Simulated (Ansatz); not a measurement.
# NaGeCl3 (model cell, started as cubic perovskite with Ge in the octahedra): a soft mode frozen in

Which phase does NaGeCl3 (model cell, started as cubic perovskite with Ge in the octahedra) fall into along its unstable mode, and how much energy does it gain?

Main program and level: Ansatz 0.2.0; DFT PBEsol, scalar-relativistic, plane waves, PAW; PAW set soft_1.

Report form: the programs' logs are mostly left out.

The structure was built from a prototype and need not be the compound's stable phase.

## (1) Starting point

Symmetry: Pm-3m, No. 221, cubic system. Conventional cell: a = 5.127 Å, b = 5.127 Å, c = 5.127 Å, α = 90.00°, β = 90.00°, γ = 90.00°. Nearest to Na lie 12 Cl at 3.63 Å. Nearest to Ge lie 6 Cl at 2.56 Å. Nearest to Cl lie 2 Ge at 2.56 Å. Farther neighbours and most contacts between anions are not listed.

## (2) Phonons on a q mesh

The cell comes from relaxations at this level that are not shown. Stability and thermal properties need the whole zone. Linear response on a 2×2×2 q mesh gives force constants as far as a supercell of that size would, and the tensors from the zone-centre run are typed in so that the long-range dipole term is interpolated apart.

Input file input.yaml:

```yaml
crystal:
  lattice:
    - [5.1274103071, 0.0, 0.0]
    - [0.0, 5.1274103071, 0.0]
    - [0.0, 0.0, 5.1274103071]
  atoms:
    - { symbol: Na, position: [0.0, 0.0, 0.0] }
    - { symbol: Ge, position: [0.5, 0.5, 0.5] }
    - { symbol: Cl, position: [0.5, 0.5, 0.0] }
    - { symbol: Cl, position: [0.5, 0.0, 0.5] }
    - { symbol: Cl, position: [0.0, 0.5, 0.5] }
kpoints:
  mp_grid: { grid: [12, 12, 12] }
hamiltonian:
  xc: pbesol
  pseudopotentials: { kind: paw, azcp: { folder: soft_1 }, xc_functional: pbe }
scf:
  occupations: { method: fixed }
output:
  eigenvalues: true
phonons:
  method: dfpt
  qmesh: [2, 2, 2]
  temperatures: { t_max: 1000, t_step: 50 }
  qpath:
    path:
      - [[0.0, 0.0, 0.0], [0.0, 0.5, 0.0], [0.5, 0.5, 0.0], [0.0, 0.0, 0.0], [0.5, 0.5, 0.5], [0.0, 0.5, 0.0]]
      - [[0.5, 0.5, 0.5], [0.5, 0.5, 0.0]]
    npoints: 10
  non_analytic_term:
    high_frequency_dielectric_tensor: [[7.5307, 0.0, 0.0], [0.0, 7.5307, 0.0], [0.0, 0.0, 7.5307]]
    born_effective_charges:
      - { species: Na, tensor: [[1.3094, 0.0, 0.0], [0.0, 1.3094, 0.0], [0.0, 0.0, 1.3094]] }
      - { species: Ge, tensor: [[5.0496, 0.0, 0.0], [0.0, 5.0496, 0.0], [0.0, 0.0, 5.0496]] }
      - { species: Cl, tensor: [[-0.545, 0.0, 0.0], [0.0, -0.545, 0.0], [0.0, 0.0, -5.269]] }
      - { species: Cl, tensor: [[-0.545, 0.0, 0.0], [0.0, -5.269, 0.0], [0.0, 0.0, -0.545]] }
      - { species: Cl, tensor: [[-5.269, 0.0, 0.0], [0.0, -0.545, 0.0], [0.0, 0.0, -0.545]] }
    source: "zone-centre run at this cell"
```

Run with:

```
$ ansatz run input.yaml --threads 8 --pin off --max-ram 16384MiB --backend cpu --events-out ev --progress --plain --runs-dir out
```

Elapsed: 5 min, on 8 threads of Arm Neoverse V1, shared host; peak memory 3 GiB.

This step gave:

- gap on the k-mesh: 0.3477 eV
- volume per atom: 26.96 Å³
- sum-rule residual before enforcement: 5.85e-5 eV/Å²
- lowest frequency on the path: -89.48 cm⁻¹
- point group: m-3m
- highest frequency on the path or at a solved wavevector: 269 cm⁻¹
- highest optical mode at the zone centre (no LO-TO term): 103.3 cm⁻¹
- lowest optical zone-centre mode: -89.48 cm⁻¹
- lowest mode on the q mesh (acoustic modes at Γ apart): -89.48 cm⁻¹

Frequencies (cm⁻¹) solved at each irreducible wavevector; negative means imaginary. Frequencies by wavevector, by row:

```tsv
q in reciprocal lattice units	star	mode 1	mode 2	mode 3	mode 4	mode 13	mode 14	mode 15
0 0 0	1	-89.5	-89.5	-89.5	0	103.3	103.3	103.3
0 0 -0.5	3	-82.2	-82.2	-20.4	-20.4	88.1	185.2	256.6
0 -0.5 -0.5	3	-79.4	-79.4	-74.2	-71	186.1	231.5	262.1
-0.5 -0.5 -0.5	1	-83.5	-83.5	-83.5	-74.2	231.1	231.1	269
```

Interpolated from a 2×2×2 q mesh, with the LO-TO term (at Γ the limit along the path; where Γ stands inside the path, tables give the limit on arrival). The phonon branches at the labelled points (cm⁻¹):

```tsv
point	branch 1	branch 2	branch 3	branch 4	branch 12	branch 13	branch 14	branch 15
Γ	-90	-90	-84	0	102	103	103	243
halfway	-86	-86	-47	2	98	98	145	250
X	-82	-82	-20	-20	88	88	185	257
halfway	-82	-77	-54	-50	142	176	185	257
M	-79	-79	-74	-71	186	186	232	262
halfway	-82	-78	-61	-34	126	144	166	242
Γ	-90	-90	-84	0	102	103	103	243
halfway	-79	-79	-66	-43	145	167	167	237
R	-84	-84	-84	-74	177	231	231	269
halfway	-80	-79	-68	-56	168	183	184	257
X	-82	-82	-20	-20	88	88	185	257
jump to R	-84	-84	-84	-74	177	231	231	269
halfway	-81	-81	-78	-74	182	182	231	263
M	-79	-79	-74	-71	186	186	232	262
```

Symmetry leaves 4 wavevectors to solve. The lowest mode among them, the acoustic zeros apart, lies at Γ and is imaginary, 89.5i cm⁻¹, so the energy falls along it.

## (3) The mode frozen in, largest atomic shift 0 Å

The mode followed lies at q = (-0.5, -0.5, -0.5) with frequency 83.5i cm⁻¹ and is 3-fold degenerate, one of the unstable modes though not the softest. At small amplitude the distorted cell has space group no. 74 by a symmetry search on the positions. The undistorted cell that holds it gives the zero of energy on the same k mesh.

System of this step: NaGeCl3 (model cell, started as cubic perovskite with Ge in the octahedra). Symmetry: Pm-3m, No. 221, cubic system. Conventional cell: a = 5.127 Å, b = 5.127 Å, c = 5.127 Å, α = 90.00°, β = 90.00°, γ = 90.00°. Nearest to Na lie 12 Cl at 3.63 Å. Ge has 6 Cl at 2.56 Å nearest. Nearest to Cl lie 2 Ge at 2.56 Å. Farther neighbours and most contacts between anions are not listed.

Input file input.yaml:

```yaml
crystal:
  lattice:
    - [5.1274103071, 5.1274103071, 0.0]
    - [5.1274103071, 0.0, 5.1274103071]
    - [5.1274103071, 0.0, -5.1274103071]
  atoms:
    - { symbol: Na, position: [0.0, 0.5, 0.5] }
    - { symbol: Na, position: [0.0, 0.0, 1.0] }
    - { symbol: Ge, position: [0.5, 0.25, 0.75] }
    - { symbol: Ge, position: [0.5, 0.75, 0.25] }
    - { symbol: Cl, position: [0.5, 0.0, 1.0] }
    - { symbol: Cl, position: [0.5, 0.5, 0.5] }
    - { symbol: Cl, position: [0.0, 0.5, 0.0] }
    - { symbol: Cl, position: [0.0, 0.0, 0.5] }
    - { symbol: Cl, position: [0.5, 0.0, 0.5] }
    - { symbol: Cl, position: [0.5, 0.5, 0.0] }
kpoints:
  mp_grid: { grid: [10, 10, 10] }
hamiltonian:
  xc: pbesol
  pseudopotentials: { kind: paw, azcp: { folder: soft_1 }, xc_functional: pbe }
scf:
  occupations: { method: gaussian, width: 0.02 }
output:
  forces: true
  stress: true
  eigenvalues: true
```

It took 5.9 s on 8 threads; peak memory 1.2 GiB.

Numbers from this step:

- pressure: -0.002401 GPa
- energy from the undistorted cell: 0 meV/atom

At this level the gap is 0.35 eV on the k-mesh of the self-consistent run, which can miss the band edges.

## (4) The mode frozen in, largest atomic shift 0.6 Å

The atoms are moved along the unstable eigenvector, the largest shift by 0.6 Å, with the cell fixed.

input.yaml, the sections that differ from step 3:

```yaml
crystal:
  lattice:
    - [5.1274103071, 5.1274103071, 0.0]
    - [5.1274103071, 0.0, 5.1274103071]
    - [5.1274103071, 0.0, -5.1274103071]
  atoms:
    - { symbol: Na, position: [0.082744318, 0.417255682, 0.5] }
    - { symbol: Na, position: [-0.082744318, 0.082744318, 1.0] }
    - { symbol: Ge, position: [0.5, 0.25, 0.75] }
    - { symbol: Ge, position: [0.5, 0.75, 0.25] }
    - { symbol: Cl, position: [0.5, 0.0077745519, 1.0077745519] }
    - { symbol: Cl, position: [0.5, 0.4922254481, 0.4922254481] }
    - { symbol: Cl, position: [0.0, 0.4922254481, -0.0077745519] }
    - { symbol: Cl, position: [0.0, 0.0077745519, 0.5077745519] }
    - { symbol: Cl, position: [0.4844508962, 0.0155491038, 0.5] }
    - { symbol: Cl, position: [0.5155491038, 0.4844508962, 0.0] }
# kpoints, hamiltonian, scf, output: as in step 3
```

Run time: 23 s. Hardware: 8 threads; peak memory 2 GiB.

Numbers from this step:

```yaml
pressure: 0.4013 GPa
gap_on_the_k_mesh: 0.4478 eV
energy_from_the_undistorted_cell: -17.85 meV/atom
```

The energy, extrapolated to zero smearing, is -17.85 meV/atom against the undistorted cell.

The run ends at a pressure of 0.40 GPa, with forces up to 0.18 eV/Å.

## (5) Energy along the mode, all amplitudes (two of the runs are shown above)

An imaginary frequency means negative curvature, so the energy should fall and then rise again as anharmonic terms take over.

This step gave:

```yaml
depth_at_the_lowest_point_sampled: 17.85 meV/atom
largest_atomic_shift_at_that_point: 0.6 Å
```

Energy from the parent against largest atomic shift:

```tsv
largest atomic shift (Å)	energy from the parent (meV/atom)
0.000	0
0.040	-0.104
0.080	-0.417
0.140	-1.27
0.220	-3.07
0.320	-6.29
0.450	-11.6
0.600	-17.8
```

Displacement at unit largest shift by atom:

```tsv
atom	x (Å)	y (Å)	z (Å)	size
Na1	0.000	0.707	-0.707	1.000
Na2	0.000	-0.707	0.707	1.000
Ge3	0.000	0.000	0.000	0.000
Ge4	0.000	0.000	0.000	0.000
Cl5	0.133	0.000	0.000	0.133
Cl6	-0.133	0.000	0.000	0.133
Cl7	-0.133	0.000	0.000	0.133
Cl8	0.133	0.000	0.000	0.133
Cl9	0.000	-0.133	0.133	0.188
Cl10	0.000	0.133	-0.133	0.188
```

The lowest of the steps tried is the last one, at 0.6 Å, 17.8 meV/atom below the parent; the bottom of the well need not coincide with a step.

## (6) Relaxation from the frozen mode

Starting from the lowest point found, all atoms and the cell are let go, so that strain and other modes of the same symmetry can join in.

Edit input.yaml of step 4 so:

```diff
@@ -22,3 +22,3 @@
 scf:
-  occupations: { method: gaussian, width: 0.02 }
+  occupations: { method: fixed }
 output:
@@ -27 +27,6 @@
   eigenvalues: true
+relax:
+  adjacent_minimum: "off"
+  f_tol: 0.002
+  max_steps: 120
+  cell: { stress_tol: 0.03 }
```

The job ended after 5.9 min (8 threads; peak memory 2.2 GiB; 47 min of CPU time).

The steps of the relaxation:

```tsv
step	energy less that of the first step (eV)	largest force component (eV/Å)	pressure (GPa)	volume (Å³)
1	0.0000	0.1258	0.40	269.60
2	-0.0513	0.1522	-0.17	275.33
3	-0.1438	0.1704	-0.25	278.87
4	-0.2597	0.1468	-0.13	280.64
5	-0.3524	0.0953	-0.13	280.91
6	-0.3929	0.0748	0.45	272.19
7	-0.4173	0.0399	0.23	271.68
8	-0.4329	0.0334	-0.11	270.71
9	-0.4575	0.0842	-0.17	265.47
10	-0.5361	0.1236	-0.36	258.57
11	-0.6608	0.1137	-0.23	252.05
12	-0.6816	0.1243	0.21	246.39
13	-0.7036	0.0055	0.00	248.31
14	-0.7043	0.0022	0.01	248.20
15	-0.7043	0.0043	0.00	248.39
16	-0.7043	0.0001	0.00	248.32
17*	-0.7034	0.0001	0.00	248.32
```

Relaxation steps marked * repeat the geometry before them on a plane-wave basis chosen anew for their cell, so energy and pressure can jump there. Relaxation step 15 was tried and not accepted.

Forces are held to the 8 operations that the run works with; a distortion that breaks them can't arise in this run.

```tsv
conventional cell, symmetrised	before	after	change
a (Å)	7.251	7.313	+0.9 %
b (Å)	10.255	9.870	-3.7 %
c (Å)	7.251	6.880	-5.1 %
volume (Å³/atom)	26.96	24.83	-7.9 %
```

The atoms that moved most (Å, as changes of fractional coordinates times the final cell):

```tsv
atom	dx	dy	dz	length
Cl9	0.000	0.778	-0.778	1.100
Cl10	0.000	-0.778	0.778	1.100
Cl5	0.641	0.000	0.000	0.641
Cl8	0.641	0.000	0.000	0.641
Cl6	-0.641	0.000	0.000	0.641
Cl7	-0.641	0.000	0.000	0.641
Na1	0.000	-0.174	0.174	0.246
Na2	0.000	0.174	-0.174	0.246
```

This step gave:

| Quantity | Value |
| --- | --- |
| pressure | -0.003591 GPa |
| gap on the k-mesh | 1.272 eV |
| volume per atom | 24.83 Å³ |

The distorted start has space group Imma; the relaxation ends in Imma.

## (7) The new phase in its own primitive cell

The relaxed structure is symmetrised, reduced to its primitive cell and relaxed tightly, as its phonons need.

Input file input.yaml:

```yaml
crystal:
  lattice:
    - [-3.6567087853, 4.9351731569, 3.4399760596]
    - [3.6567087853, -4.9351731569, 3.4399760596]
    - [3.6567087853, 4.9351731569, -3.4399760596]
  atoms:
    - { symbol: Na, position: [0.2030809019, 0.9530809019, 0.25] }
    - { symbol: Na, position: [0.7969190981, 0.0469190981, 0.75] }
    - { symbol: Ge, position: [0.0, 0.5, 0.5] }
    - { symbol: Ge, position: [0.5, 0.5, 0.0] }
    - { symbol: Cl, position: [0.8226784872, 0.5, 0.8226784872] }
    - { symbol: Cl, position: [0.1773215128, 0.5, 0.1773215128] }
    - { symbol: Cl, position: [0.1773215128, 0.0, 0.6773215128] }
    - { symbol: Cl, position: [0.8226784872, 0.0, 0.3226784872] }
    - { symbol: Cl, position: [0.6056567392, 0.3556567392, 0.25] }
    - { symbol: Cl, position: [0.3943432608, 0.6443432608, 0.75] }
kpoints:
  mp_grid: { grid: [8, 8, 8] }
hamiltonian:
  xc: pbesol
  pseudopotentials: { kind: paw, azcp: { folder: soft_1 }, xc_functional: pbe }
scf:
  occupations: { method: fixed }
output:
  forces: true
  stress: true
  eigenvalues: true
relax:
  adjacent_minimum: "off"
  f_tol: 0.001
  max_steps: 60
  cell: { stress_tol: 0.01 }
```

Wall time 23 s (8 threads); peak memory 1.5 GiB.

Little changed from the start: no atom moved by 0.005 Å and no cell edge by 0.1 %.

Numbers from this step:

- pressure: -0.003537 GPa
- direct gap on mesh: 1.272 eV

The largest force component left is 0.14 meV/Å and the pressure is -0.004 GPa, within the tolerances set. The cell now holds 24.83 Å³/atom.

## (8) The phases reached

The phases reached along the modes that were followed are set side by side.

Energies are those of the first relaxation, on the mesh of the frozen mode; space group, volume and gap are those of the last relaxation. Phases, by row:

```tsv
mode frozen in	space group	energy from parent (meV/atom)	volume (Å³/atom)	gap on mesh (eV)	lowest zone-centre optical mode (cm⁻¹)	largest shift (Å)
parent	Pm-3m	0	26.96	0.348	–	–
q = (0, 0, 0), 89i cm⁻¹	P4mm	-55.52	29.9	1	-54.3	1.356
q = (0, 0, 0), 89i cm⁻¹	R3m	-51.01	30.39	1.788	-15	1.239
q = (0, 0, 0), 89i cm⁻¹	Amm2	-58.86	30.18	1.39	-46.1	1.383
q = (-0.5, -0.5, -0.5), 83i cm⁻¹	I4/mmm	-26.61	27.8	0.732	–	0.901
q = (-0.5, -0.5, -0.5), 83i cm⁻¹	R-3m	-30.8	27.95	0.698	–	1.038
q = (-0.5, -0.5, -0.5), 83i cm⁻¹	Imma	-88.19	24.83	1.272	–	0.993
```

## (9) Results

| Item | Value |
| --- | --- |
| unstable mode of the parent | q = (-0.5, -0.5, -0.5), 84i cm⁻¹ |
| depth at the lowest point sampled | 17.8 meV/atom |
| largest atomic shift at that point | 0.6 Å |
| space group reached (within 0.01 Å) | Imma |
| energy gained over the parent (first relaxation, on the mesh of the frozen mode) | 88.2 meV/atom |
| volume per atom, phase reached | 24.8 Å³ |
| gap on the k-mesh, phase reached | 1.27 eV |

**Reading.** From this start the structure relaxes into Imma, 88.2 meV/atom below the parent. At the parent's cell the well is 17.85 meV/atom deep on the steps tried, with its lowest point at a shift of 0.6 Å. That is the last step tried, so the steps alone don't bracket the bottom of the well. Relaxing atoms and cell changes the gain by +70.34 meV/atom against the lowest step (energies at zero smearing). Most of the total comes from this relaxation. The frozen pattern makes up only 5 % of the final shifts of the atoms, so other modes or strain give most of the change. The modes of the phase reached were not computed on this path. Of the 6 patterns followed to their end from this parent, this one reaches the lowest energy. Each path keeps the symmetry of its pattern, so a lower phase may lie along a pattern not tried. The PAW files were made for PBE and serve the other functionals too. The starting cell was built on a prototype and not taken from a measurement, so the phase need not exist.

[Logs are printed without paths, hosts, clocks, repeated set-up lines and the standing remarks that a program may print on its own settings, such as how far it seeks lower states.]

[Hosts, paths, dates, database ids (printed as entryN), source tags and the programs' standing remarks are cut or masked in the printed files.]
